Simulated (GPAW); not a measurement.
**SnSeS (P3m1): G0W0 with GPAW, start to end**

How does a plane-wave GW calculation on SnSeS (P3m1) run from the first input to the gap?

Calculated with GPAW 26.7.0; LDA and many-body steps on it, plane waves.

**1. Starting point**

Symmetry: P3m1, No. 156, trigonal system. Conventional cell: a = 3.760 Å, b = 3.760 Å, c = 6.364 Å, α = 90.00°, β = 90.00°, γ = 120.00°. Sn has 3 S at 2.61 Å and 3 Se at 2.69 Å nearest. Nearest to Se lie 3 Sn at 2.69 Å. S has 3 Sn at 2.61 Å nearest. Farther neighbours and most contacts between anions are not listed.

The cell and positions are those that the Materials Project relaxed with its own functionals (PBE, PBE+U or r2SCAN), kept fixed.

**2. Ground state**

This step: GPAW 26.7.0; DFT, LDA, plane waves, PAW.

The ground-state density comes first.

Contents of run.py:

```python
import json
import numpy as np
from gpaw.mpi import world
from ase import Atoms
from gpaw import GPAW, PW, FermiDirac

atoms = Atoms(['Sn', 'Se', 'S'],
    cell=[[3.7602027100, 0.0000000000, 0.0000000000],
      [-1.8801013550, 3.2564310702, 0.0000000000],
      [0.0000000000, 0.0000000000, 6.3640250100]],
    scaled_positions=[[0.3333333333, 0.6666666667, 0.0076460600],
      [0.0000000000, 0.0000000000, 0.7577104000],
      [0.6666666667, 0.3333333333, 0.2346445400]],
    pbc=(True, True, True))
calc = GPAW(mode=PW(450),
    xc='LDA',
    kpts={'size': (6, 6, 4), 'gamma': True},
    occupations=FermiDirac(0.001),
    nbands=-7,
    convergence={'density': 1e-6, 'bands': -3},
    maxiter=100,
    txt='gs.txt')
atoms.calc = calc
res = {'energy': atoms.get_potential_energy()}
kpts = calc.get_ibz_k_points()
res['kpts'] = kpts
res['eigenvalues'] = [calc.get_eigenvalues(kpt=k) for k in range(len(kpts))]
res['n_electrons'] = calc.get_number_of_electrons()
calc.write('gs.gpw')

if world.rank == 0:
    with open('result.json', 'w') as f:
        json.dump(res, f, default=lambda x: x.tolist())
```

Command:

```sh
> mpirun -n 4 gpaw python run.py
```

Numbers of over 12 decimals in the logs are rounded to 6 here.

The log of the run:

```text
__  _  _
 | _ |_)|_||  |
 |__||  | ||/\| - 26.7.0

Input parameters:
  mode=PW(ecut=450.000000),
  convergence={'density': 1e-06, 'bands': -3},
  kpts=MonkhorstPack(size=(6, 6, 4), gamma=True),
  maxiter=100,
  nbands=-7,
  occupations=Occupations(name='fermi-dirac', width=0.001, fixmagmom=False),
  xc=XC(name='LDA')
  [... matrices ...]
Diagonalizing LCAO Hamiltonian
Converting LCAO to pw mode

       Se

            S
        Sn

Atoms  # Å, Bohr magnetons
|   | symbol |         x |        y |        z |    initial magnetic moments |
| 0 |     Sn | -0.000000 | 2.170954 | 0.048660 | ( 0.0000,  0.0000,  0.0000) |
| 1 |     Se |  0.000000 | 0.000000 | 4.822088 | ( 0.0000,  0.0000,  0.0000) |
| 2 |      S |  1.880101 | 1.085477 | 1.493284 | ( 0.0000,  0.0000,  0.0000) |

Unit cell  # Å
| periodic |         x |        y |        z |  lengths |     angles |
|      yes |  3.760203 | 0.000000 | 0.000000 | 3.760203 |  90.000000 |
|      yes | -1.880101 | 3.256431 | 0.000000 | 3.760203 |  90.000000 |
|      yes |  0.000000 | 0.000000 | 6.364025 | 6.364025 | 120.000000 |

Number of symmetries: 6
Symmetry operations  # r_c * U_cc + t_c -> r_c
|   | kind |            matrix            |
| 0 |  σ   |  1, 1, 0,  0,-1, 0,  0, 0, 1 |
| 1 |  E   |  1, 0, 0,  0, 1, 0,  0, 0, 1 |
| 2 |  C3  |  0, 1, 0, -1,-1, 0,  0, 0, 1 |
| 3 |  σ   |  0,-1, 0, -1, 0, 0,  0, 0, 1 |
| 4 |  σ   | -1, 0, 0,  1, 1, 0,  0, 0, 1 |
| 5 |  C3  | -1,-1, 0,  1, 0, 0,  0, 0, 1 |

BZ-sampling:
  Number of BZ points: 144
  Number of IBZ points: 24

  Monkhorst-Pack size: [6, 6, 4]
  Monkhorst-Pack shift: [0.083333, 0.083333, 0.125]

K-points  # in reciprocal-cell coordinates
|     |                                coordinates |     weight |
|   0 | (  0.00000000,   0.00000000,   0.00000000) | 0.00694444 |
|   1 | (  0.00000000,   0.00000000,   0.25000000) | 0.01388889 |
|   2 | (  0.00000000,   0.00000000,   0.50000000) | 0.00694444 |
|   3 | (  0.16666667,   0.00000000,  -0.25000000) | 0.04166667 |
|   4 | (  0.16666667,   0.00000000,   0.00000000) | 0.04166667 |
|   5 | (  0.16666667,   0.00000000,   0.25000000) | 0.04166667 |
|   6 | (  0.16666667,   0.00000000,   0.50000000) | 0.04166667 |
|   7 | (  0.33333333,  -0.16666667,   0.00000000) | 0.04166667 |
|   8 | (  0.33333333,  -0.16666667,   0.25000000) | 0.08333333 |
|   9 | (  0.33333333,  -0.16666667,   0.50000000) | 0.04166667 |
| ... |                                            |            |
|  23 | (  0.50000000,   0.50000000,   0.50000000) | 0.02083333 |

Plane wave coefficients: 1708
Cutoff: 450.000000 eV

Spin-components: 1 (collinear spins)
Bands:           20
Projectors:      16
Spin-degeneracy: 2
Datatype:        complex128

  Storage: CPU
  Wave functions: 12_986_880 bytes (3_246_720 per core)
  Projectors: 18_181_632 bytes (4_545_408 per core)
  [... matrices ...]
Parallelization:
  kpt:    4
  domain: 1
  band:   1

Density:
  Valence electrons: 26.0
  Components: 1
  Grid points: [20 20 32]
  Charge: 0.0  # |e|

Potential:
  Grid points: [20 20 32]

species:
  Sn:
    name:    Tin
    Z:       50.0
    valence: 14
    core:    36
    charge:  0.0  # [|e|]
    compensation charges:
      type: gauss
      rc: 0.38  # [Å]
      lmax: 2
    cutoffs:
      filter: 2.23  # [Å]
      core: 2.35  # [Å]
    projectors
    | kind |    occ | energy [eV] | rcut [Å] |
    |   5s |  2.000 |     -10.799 |    1.201 |
    |   5p |  2.000 |      -3.869 |    1.270 |
    |   4d | 10.000 |     -25.910 |    1.185 |
    |    s |        |      16.413 |    1.201 |
    |    p |        |      23.342 |    1.270 |
    |    d |        |       1.302 |    1.185 |

    Using partial waves for Sn as LCAO basis

  Se:
    name:    Selenium
    Z:       34.0
    valence: 6
    core:    28
    charge:  0.0  # [|e|]
    compensation charges:
      type: gauss
      rc: 0.27  # [Å]
      lmax: 2
    cutoffs:
      filter: 1.77  # [Å]
      core: 2.67  # [Å]
    projectors
    | kind |    occ | energy [eV] | rcut [Å] |
    |   4s |  2.000 |     -17.472 |    0.847 |
    |   4p |  4.000 |      -6.656 |    1.005 |
    |    s |        |       9.739 |    0.847 |
    |    p |        |      20.555 |    1.005 |
    |    d |        |       0.000 |    0.847 |

    Using partial waves for Se as LCAO basis

  S:
    name:    Sulfur
    Z:       16.0
    valence: 6
    core:    10
    charge:  0.0  # [|e|]
    compensation charges:
      type: gauss
      rc: 0.24  # [Å]
      lmax: 2
    cutoffs:
      filter: 1.77  # [Å]
      core: 1.66  # [Å]
    projectors
    | kind |    occ | energy [eV] | rcut [Å] |
    |   3s |  2.000 |     -17.278 |    0.974 |
    |   3p |  4.000 |      -7.106 |    0.979 |
    |    s |        |       9.933 |    0.974 |
    |    p |        |      20.105 |    0.979 |
    |    d |        |       0.000 |    0.900 |

    Using partial waves for S as LCAO basis

Reference energy: -244707.344395  # eV

eigensolver:
  PPCG
  Converge bands: -3
  niter=2

density mixing:
  MSR1-Mixer
  Pratt-step length: 0.05
  Maximum mixing coefficient: 0.75
  Old densities: 10
  SVD Regularization: 0.005
  Good broyden scale: 1.0
  Trust region scale: 1.0
  Backstep threshold: 4.0
  History deletion threshold: 6.0
  Fourier metric: weight=20.0, sigma=0.015

occupation numbers:
  Fermi-Dirac:
    width: 0.0010  # eV

poisson solver:
  ecut: 3600.000000  # eV

xc functional:
  name: None

Initialization done in: 0.722 s

convergence criteria:
- Maximum integral of absolute [dens]ity change: 1e-06 electrons / valence electron
- Maximum [total energy] change in last 3 cyles: 0.0005 eV / valence electron
- Maximum integral of absolute [eigenst]ate change: 4e-08 eV^2 / valence electron
maximum number of iterations: 100

SCF iterations
|iter     |     time |      energy | eigst |  dens |
|iter:   1|  |  -14.877296 | +0.64 |       |
|iter:   2|  |  -14.805166 | -0.77 | -1.20 |
|iter:   3|  |  -14.535649 | -1.60 | -1.24 |
|iter:   4|  |  -14.514883 | -2.22 | -1.70 |
|iter:   5|  |  -14.514100 | -3.53 | -2.14 |
|iter:   6|  |  -14.513456c| -3.70 | -2.49 |
|iter:   7|  |  -14.513359c| -4.39 | -3.07 |
|iter:   8|  |  -14.513358c| -6.08 | -3.47 |
|iter:   9|  |  -14.513359c| -7.12 | -4.08 |
|iter:  10|  |  -14.513359c| -7.44c| -4.67 |
|iter:  11|  |  -14.513359c| -7.95c| -5.64 |
|iter:  12|  |  -14.513359c| -8.28c| -6.16c|

Converged in 12 steps
SCF loop duration: 2.278 s (0.190 s/step)
Energy contributions relative to reference atoms: (reference = -244707.344395)
  [... matrices ...]
Energy contributions:
  Kinetic:          17.831622
  Coulomb:         -16.754257
  Zero:             -0.044834
  External:          0.000000
  Xc:              -15.545890
  Entropy:          -0.000000
  Spinorbit:         0.000000
  ----------------------------
  Free energy:     -14.513359
  Extrapolated:    -14.513359

dipole moment: (-8.272510, -11.257092, -20.278816)  # |e|*Ang

Fermi level: 4.491
Eigenvalues  # (at kpt = [0.000, 0.000, 0.000])
| band index |      eig [eV] | occ [0-2] |
|          0 |       -17.113 |     2.000 |
|        ... |               |           |
|          5 |        -9.813 |     2.000 |
|          6 |        -8.082 |     2.000 |
|          7 |        -1.864 |     2.000 |
|          8 |         2.966 |     2.000 |
|          9 |         2.966 |     2.000 |
|         10 |         3.586 |     2.000 |
|         11 |         3.849 |     2.000 |
|         12 |         3.849 |     2.000 |
|         13 |         5.031 |     0.000 |
|         14 |         7.021 |     0.000 |
|         15 |         8.666 |     0.000 |
|         16 |         8.666 |     0.000 |
|         17 |        11.801 |     0.000 |
|         18 |        12.969 |     0.000 |
|         19 |        13.247 |     0.000 |

Gap: 0.852 eV
Transition (v -> c):
  (s=0, k=2, n=12, [0.00, 0.00, 0.50]) -> (s=0, k=23, n=13, [0.50, 0.50, 0.50])
Direct/indirect transitions are different
Direct gap: 1.182 eV
Transition at: (s=0, k=0, n=12, [0.00, 0.00, 0.00])
# Writing to gs.gpw (mode='')
  [... matrices ...]
```

Wall time 4.5 s (4 MPI ranks of Arm Neoverse V2, shared host); peak memory 0.65 GiB.

This step gave:

| Item | Value |
| --- | --- |
| total energy | -14.51 eV |
| gap | 0.8516 eV |
| k of the valence top | 0, 0, 0.5 |
| k of the conduction bottom | 0.5, 0.5, 0.5 |
| least direct gap | 1.182 eV |

The gap is indirect, with the least direct gap 0.33 eV higher.

**3. Empty states on the mesh, 3×3×2 mesh, 272 bands**

The sums over transitions need many empty states on a uniform mesh; this step solves for them.

Contents of run.py:

```python
import json
import numpy as np
from gpaw.mpi import world
from gpaw import GPAW

calc = GPAW('gs.gpw').fixed_density(kpts={'size': (3, 3, 2), 'gamma': True},
    parallel={'domain': 1, 'band': 1},
    txt='nscf.txt')
calc.diagonalize_full_hamiltonian(nbands=272)
calc.write('full.gpw', mode='all')
res = {}
kpts = calc.get_ibz_k_points()
res['kpts'] = kpts
res['eigenvalues'] = [calc.get_eigenvalues(kpt=k) for k in range(len(kpts))]
res['n_electrons'] = calc.get_number_of_electrons()

if world.rank == 0:
    with open('result.json', 'w') as f:
        json.dump(res, f, default=lambda x: x.tolist())
```

Command:

```sh
> mpirun -n 4 gpaw python run.py
```

The log of the run:

```text
Diagonalizing LCAO Hamiltonian
Converting LCAO to pw mode
convergence criteria:
- Maximum integral of absolute [eigenst]ate change: 4e-08 eV^2 / valence electron
maximum number of iterations: 100

SCF iterations
|iter     |     time |      energy | eigst |  dens |
|iter:   1|  |             | +0.69 |       |
|iter:   2|  |             | -0.76 |       |
|iter:   3|  |             | -2.22 |       |
|iter:   4|  |             | -3.54 |       |
|iter:   5|  |             | -4.65 |       |
|iter:   6|  |             | -5.75 |       |
|iter:   7|  |             | -6.75 |       |
|iter:   8|  |             | -7.50c|       |
SCF steps: 8
  __  _  _
 | _ |_)|_||  |
 |__||  | ||/\| - 26.7.0

Input parameters:
  mode=PW(ecut=450.000000),
  convergence={'density': 1e-06, 'bands': -3},
  gpts=array([20, 20, 32]),
  kpts=MonkhorstPack(size=(3, 3, 2), gamma=True),
  maxiter=100,
  nbands=20,
  occupations=Occupations(name='fermi-dirac', width=0.001, fixmagmom=False),
  parallel={'domain': 1, 'band': 1},
  xc=XC(name='LDA')
Matrix size: 1691x1691
# Writing to full.gpw (mode='all')
  [... matrices ...]

timing:  # [seconds]
  Total: 8.263  # ━━━━━━━━━━━━━━━━━━━━━━━━━━━━━━━━━━━━━━━━━━━━━━━━━━━━━━━━━━━
```

The job ended after 11 s (4 MPI ranks; peak memory 1.4 GiB; 43 s of CPU time).

This step gave:

```
gap                                                           : 1.134 eV
k of the valence top                                          : 0, 0, 0.5
k of the conduction bottom                                    : 0, 0, 0
least direct gap                                              : 1.182 eV
k points computed                                             : 6
lowest point of the top converged band, above the valence top : 118.0886 eV
```

On this mesh the gap is 1.134 eV. The earlier step found 0.852 eV, so this mesh misses an edge.

**4. Screening and self-energy, 3×3×2 mesh, 121 bands, screening to 78 eV**

G0W0 replaces the xc potential by the self-energy, built once from these orbitals. Only a window of levels is corrected, while the sums run over the empty bands that the input names.

This step: G0W0 on LDA, plane waves, PAW.

Contents of run.py:

```python
import json
import numpy as np
from gpaw.mpi import world
from gpaw.response.g0w0 import G0W0

gw = G0W0('full.gpw',
    filename='gw',
    kpts=[0, 1],
    bands=(11, 15),
    ecut=78,
    nbands=121,
    integrate_gamma='WS',
    ppa=True)
gw.calculate()
res = {mode: {k: v for k, v in r.items() if k != 'sigma_eskwn'}
       for mode, r in gw.all_results.items()}

if world.rank == 0:
    with open('result.json', 'w') as f:
        json.dump(res, f, default=lambda x: x.tolist())
```

Command:

```sh
> mpirun -n 4 gpaw python run.py
```

The log of the run:

```text
Using integrator: PointIntegrator
FrequencyGridDescriptor(from 0.000+0.000j to 0.000+27.211j eV, 2 points)
Nonperiodic BCs:  [False False False]
Using integrator: PointIntegrator
FrequencyGridDescriptor(from 0.000+0.000j to 0.000+27.211j eV, 2 points)
Nonperiodic BCs:  [False False False]
  ___  _ _ _
 |   || | | |
 | | || | | |
 |__ ||_____|
 |___|

BZ k-points: Symmetries present (total): 6

  [... matrices ...]
18 k-points: 3 x 3 x 2 Monkhorst-Pack grid + [0.000000,0.000000,1/4]
6 k-points in the irreducible part of the Brillouin zone
       k-points in crystal coordinates                weights
   0:     0.00000000    0.00000000    0.00000000          1/18
   1:     0.00000000    0.00000000    0.50000000          1/18
   2:     0.33333333    0.00000000    0.00000000          6/18
   3:     0.33333333    0.00000000    0.50000000          6/18
   4:     0.33333333    0.33333333    0.00000000          2/18
   5:     0.33333333    0.33333333    0.50000000          2/18

Distributing spins, k-points and bands (1 x 2 x 4) over 4 processes
Number of blocks: 1

Quasi particle states:
k-points (IBZ indices): [0, 1]
Band range: (11, 15)
  [... matrices ...]
Computational parameters:
Plane wave cut-off: 78 eV
Number of bands: 121
Coulomb cutoff: None
Broadening: 0.1 eV

fxc modes: GW
Kernel: RPA
Using Godby-Needs plasmon-pole approximation:
  Fitting energy: i*E0, E0 = 1.000 Hartree
Summing all q:

Calculating screened Coulomb potential
No Coulomb truncation
FrequencyGridDescriptor(from 0.000+0.000j to 0.000+27.211j eV, 2 points)
Removing empty qpoint cache files...

Calculating chi0 body with:
    Ground state adapter containing:
    Number of spins: 1
    Number of kpoints: 18
    Number of irreducible kpoints: 6
    Number of completely occupied states: 13
    Number of partially occupied states: 13
    Occupied states memory: 2.5390625 M / cpu

    Linear response parametrization:
    q_c: [0.0, 0.0, 0.0]
    Number of frequency points: 2
    Planewave cutoff: 78.0
    Number of bands: 121
    Number of planewaves: 135
    Broadening (eta): 1e-06
    comm.size: 4
    kncomm.size: 4
    blockcomm.size: 1

    Memory estimate of potentially large arrays:
        chi0_wGG: 0.556183 M / cpu
Integrating chi0 body.

Symmetries of q_c:
    Direct symmetries (Uq -> q): 6
    Indirect symmetries (TUq -> q): 6
In total 12 allowed symmetries.

  [... matrices ...]
6 groups of equivalent kpoints. 66.666667% reduction.

Integral kind: response function
Integrating chi0 head and wings.

Symmetries of q_c:
    Direct symmetries (Uq -> q): 6
    Indirect symmetries (TUq -> q): 6
In total 12 allowed symmetries.

  [... matrices ...]
6 groups of equivalent kpoints. 66.666667% reduction.

Integral kind: response function wings

Calculating chi0 body with:
    Ground state adapter containing:
    Number of spins: 1
    Number of kpoints: 18
    Number of irreducible kpoints: 6
    Number of completely occupied states: 13
    Number of partially occupied states: 13
    Occupied states memory: 2.5390625 M / cpu

[... the further q-points ...]

Results:
f:      Occupation numbers
eps:     KS-eigenvalues [eV]
vxc:     KS vxc [eV]
exx:     Exact exchange [eV]
sigma:   Self-energies [eV]
dsigma:  Self-energy derivatives
Z:       Renormalization factors
qp:      QP-energies [eV]

k-point 0 (0): (0.000, 0.000, 0.000)                GW
band       f     eps     vxc     exx   sigma  dsigma       Z      qp
                                                                   GW
  11   1.000   3.849 -15.842 -17.986   2.061  -0.293   0.774   3.785
  12   1.000   3.849 -15.842 -17.986   2.061  -0.293   0.774   3.785
  13   0.000   5.031 -15.172 -11.007  -3.091  -0.257   0.796   5.886
  14   0.000   7.021 -12.808  -7.831  -4.044  -0.245   0.803   7.770

k-point 1 (1): (0.000, 0.000, 0.500)                GW
band       f     eps     vxc     exx   sigma  dsigma       Z      qp
                                                                   GW
  11   1.000   3.897 -15.940 -18.070   2.052  -0.293   0.773   3.837
  12   1.000   3.897 -15.940 -18.070   2.052  -0.293   0.773   3.837
  13   0.000   6.102 -16.033 -11.531  -3.316  -0.270   0.787   7.036
  14   0.000   7.041 -13.370  -8.410  -3.978  -0.246   0.802   7.829
```

Elapsed: 9 s, on 4 MPI ranks; peak memory 1.3 GiB.

This step gave:

```yaml
g0w0_gap_on_the_points_computed: 2.049 eV
least_direct_g0w0_gap_on_the_computed_points: 2.101 eV
z_at_the_valence_top: 0.7732
z_at_the_conduction_bottom: 0.7957
starting_gap_on_the_mesh: 1.134 eV
k_of_the_valence_top: 0, 0, 0.5
k_of_the_conduction_bottom: 0, 0, 0
```

The gap on the mesh goes from 1.13 eV to 2.05 eV, a correction of +0.92 eV. The start differs from the 0.85 eV found before because the two sample other k points.

Limits: finite bands, cutoff and mesh; no spin-orbit coupling; coarse k mesh. v1 is the top filled band, c1 the lowest empty one. Levels before and after the correction, in eV, zero at the valence-band top of each column:

```
           conduction bottom  valence top
Kohn-Sham               1.13         0.00
     G0W0               2.05         0.00
```

```
                     level  energy (eV)
Kohn-Sham          Γ v2-v1       -0.048
Kohn-Sham             Γ c1        1.134
Kohn-Sham             Γ c2        3.123
Kohn-Sham  (0 0 0.5) v2-v1        0.000
Kohn-Sham     (0 0 0.5) c1        2.205
Kohn-Sham     (0 0 0.5) c2        3.144
     G0W0          Γ v2-v1       -0.052
     G0W0             Γ c1        2.049
     G0W0             Γ c2        3.934
     G0W0  (0 0 0.5) v2-v1        0.000
     G0W0     (0 0 0.5) c1        3.199
     G0W0     (0 0 0.5) c2        3.992
```

**5. Where the time went**

Times are wall times on 4 MPI ranks of Arm Neoverse V2, shared host, good to a factor of about two.

```
                     step   time  share  memory (GiB)
             ground state  4.5 s   18 %          0.65
 empty states on the mesh   11 s   45 %           1.4
screening and self-energy    9 s   37 %           1.3
```

**6. Results**

```
LDA gap                              : 0.85 eV, indirect
G0W0 gap on the mesh                 : 2.05 eV
G0W0 gap over the zone (rigid shift) : 1.77 eV
GW settings                          : 3×3×2 mesh, 121 bands, screening to 78 eV, Godby-Needs plasmon pole
known limits                         : not at the basis limit; no spin-orbit coupling; coarse k mesh
```

G0W0 moves the gap on the mesh from 1.13 eV to 2.05 eV (+0.92 eV), with Z of 0.77 and 0.80 at the edges. The mesh misses the band edges by 0.28 eV in all; a rigid shift gives 1.77 eV for the zone. Only 2 of the mesh's irreducible points were corrected, so a valley elsewhere could overtake. Bands and cutoff are finite, so the gap is not at the basis limit. The miss can reach some tenths of an eV and take either sign; the mesh is an error of its own. These stock PAW sets were not made for GW; the filled d or f shell of Se lies in the frozen core, which bears on start and correction. In the G0W0 run levels were corrected at 2 k points alone, so a gap called «on the mesh» is the least over those, and an edge elsewhere would be missed. A denser mesh or path gives a starting gap of 0.85 eV: the GW mesh misses a band edge, so its gaps are not the fundamental one. The 3×3×2 mesh is coarse for this cell, which bears on the long-range parts of exchange and screening. The many-body steps are scalar-relativistic: spin-orbit coupling is not in them.

[Paths, hosts, dates, memory and timing lines, banners, echoed tables and standing remarks are left out of the program output.]

[Logs are printed without paths, hosts, clocks, repeated set-up lines and the standing remarks that a program may print on its own settings, such as how far it seeks lower states.]

[Runs of the session that timed out or met a known fault of the program may be left out.]

[Hosts, paths, dates, database ids (printed as entryN), source tags and the programs' standing remarks are cut or masked in the printed files.]
